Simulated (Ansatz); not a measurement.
## How fast states decay through YInSeO2: complex bands

Ansatz 0.2.0; PBEsol DFT, plane waves, PAW files; complex bands by layer matching along the plane's normal.

The structure was built from a prototype and need not be the compound's stable phase.

The input, input.yaml:

```yaml
crystal:
  lattice:
    - [3.740398767, 0.0, 0.0]
    - [0.0, 6.730837376, 0.0]
    - [1.870199384, 0.0, 3.239280353]
  atoms:
    - { symbol: "Y", position: [0.3333333333, 0.2936313859, 0.3333333333] }
    - { symbol: In, position: [0.6666666667, 0.7190203769, 0.6666666667] }
    - { symbol: Se, position: [0.0, 0.9877331257, 0.0] }
    - { symbol: O, position: [0.3333333333, 0.6291273695, 0.3333333333] }
    - { symbol: O, position: [0.6666666667, 0.3704877419, 0.6666666667] }
kpoints:
  mp_grid: { grid: [8, 4, 8] }
scf:
  occupations: { method: fixed }
hamiltonian:
  xc: pbesol
output:
  eigenvalues: true
  transmission:
    leads: [[0, 0]]
    kpoints: [[0.0, 0.0], [0.5, 0.0]]
    e_range: [-1.0, 1.72]
    de: 0.05
```

Command:

```console
ansatz run input.yaml --threads 2 --pin off --max-ram 4096MiB --backend cpu --events-out ev --progress --plain --runs-dir out
```

Before running it: what should come out for the im kz of the slowest decaying states against energy?

Inside the gap the slowest decay grows from the band edges towards mid-gap. At its top, κ = 0.09 Å⁻¹, tunnelling falls as exp(−2κL), a factor of 1.2 for each Å.

This step gave:

```
level to which the leads are filled                       : 0.3603 eV from the Fermi level
decay constant at the filling level, zone centre          : 0.0924 Å⁻¹
decay constant at the filling level, slowest listed point : 0.0924 Å⁻¹
```

K parallel (0, 0); values up to 1.5 1/Å, a degenerate pair printed once or twice; energies at which all values exceed this have no row. The Im kz of the slowest decaying states by energy, zero at the highest filled level on the SCF mesh:

```csv
energy (eV),decay 1 (Å⁻¹),decay 2 (Å⁻¹),decay 3 (Å⁻¹),decay 4 (Å⁻¹)
-1.00,0.175,0.265,0.491,0.547
-0.90,0.31,0.523,0.566,0.719
-0.80,0.343,0.546,0.586,0.729
-0.70,0.368,0.564,0.608,0.737
-0.55,0.396,0.587,0.641,0.662
-0.45,0.361,0.460,0.599,0.624
-0.35,0.340,0.505,0.598,0.611
-0.25,0.326,0.538,0.578,0.621
-0.15,0.313,0.562,0.566,0.631
-0.05,0.302,0.549,0.590,0.640
0.00,0.00266,0.00642,0.296,0.543
0.10,0.0589,0.154,0.285,0.531
0.20,0.0787,0.211,0.273,0.520
0.30,0.0896,0.251,0.262,0.509
0.40,0.0934,0.252,0.282,0.498
0.50,0.0893,0.242,0.308,0.488
0.60,0.0740,0.235,0.328,0.477
0.75,0.229,0.354,0.459,0.631
0.85,0.227,0.368,0.447,0.624
0.95,0.227,0.379,0.434,0.616
1.05,0.227,0.390,0.421,0.607
1.15,0.228,0.398,0.406,0.598
1.25,0.229,0.389,0.406,0.588
1.40,0.231,0.361,0.414,0.573
1.50,0.231,0.340,0.419,0.561
1.60,0.232,0.314,0.423,0.549
1.70,0.232,0.283,0.426,0.537
```

K parallel (0, 0). The Re kz of states that move upwards by energy, zero at the highest filled level on the SCF mesh:

```csv
energy (eV),channel 1 (Å⁻¹),channel 2 (Å⁻¹)
-1.00,-0.277,-
-0.95,-0.891,-0.262
-0.85,-0.700,-0.236
-0.80,-0.647,-0.225
-0.70,-0.561,-0.203
-0.65,-0.524,-0.193
-0.55,-0.457,-0.172
-0.50,-0.425,-0.162
-0.40,-0.364,-0.141
-0.35,-0.334,-0.130
-0.25,-0.272,-0.106
-0.20,-0.239,-0.0936
-0.10,-0.163,-0.0639
-0.05,-0.113,-0.0443
0.00,-,-
0.10,-,-
0.15,-,-
0.25,-,-
0.30,-,-
0.40,-,-
0.45,-,-
0.55,-,-
0.60,-,-
0.70,-,-
0.75,0.0419,-
0.80,0.0710,-
0.90,0.113,-
0.95,0.131,-
1.05,0.163,-
1.10,0.178,-
1.20,0.207,-
1.25,0.221,-
1.35,0.248,-
1.40,0.262,-
1.50,0.288,-
1.55,0.301,-
1.65,0.328,-
1.70,0.342,-
```

K parallel (0.5, 0); values up to 1.5 1/Å, a degenerate pair printed once or twice; energies at which all values exceed this have no row.

```csv
energy (eV),decay 1 (Å⁻¹),decay 2 (Å⁻¹),decay 3 (Å⁻¹),decay 4 (Å⁻¹)
-1.00,0.410,0.531,0.807,0.952
-0.85,0.116,0.496,0.806,0.962
-0.75,0.154,0.510,0.806,0.965
-0.60,0.190,0.528,0.806,0.966
-0.45,0.214,0.543,0.805,0.963
-0.30,0.231,0.555,0.804,0.958
-0.20,0.239,0.563,0.803,0.954
-0.05,0.249,0.573,0.800,0.946
0.00,0.251,0.577,0.799,0.943
0.10,0.256,0.583,0.797,0.936
0.20,0.259,0.589,0.794,0.929
0.35,0.261,0.598,0.789,0.917
0.50,0.261,0.608,0.782,0.902
0.60,0.260,0.614,0.776,0.892
0.75,0.256,0.626,0.766,0.874
0.90,0.251,0.641,0.752,0.854
1.00,0.245,0.652,0.741,0.839
1.15,0.235,0.668,0.725,0.814
1.30,0.222,0.648,0.681,0.777
1.45,0.205,0.599,0.693,0.751
1.55,0.190,0.574,0.702,0.727
1.70,0.162,0.539,0.689,0.713
```

[Logs are printed without paths, hosts, clocks, repeated set-up lines and the standing remarks that a program may print on its own settings, such as how far it seeks lower states.]

[Hosts, paths, dates, database ids (printed as entryN), source tags and the programs' standing remarks are cut or masked in the printed files.]
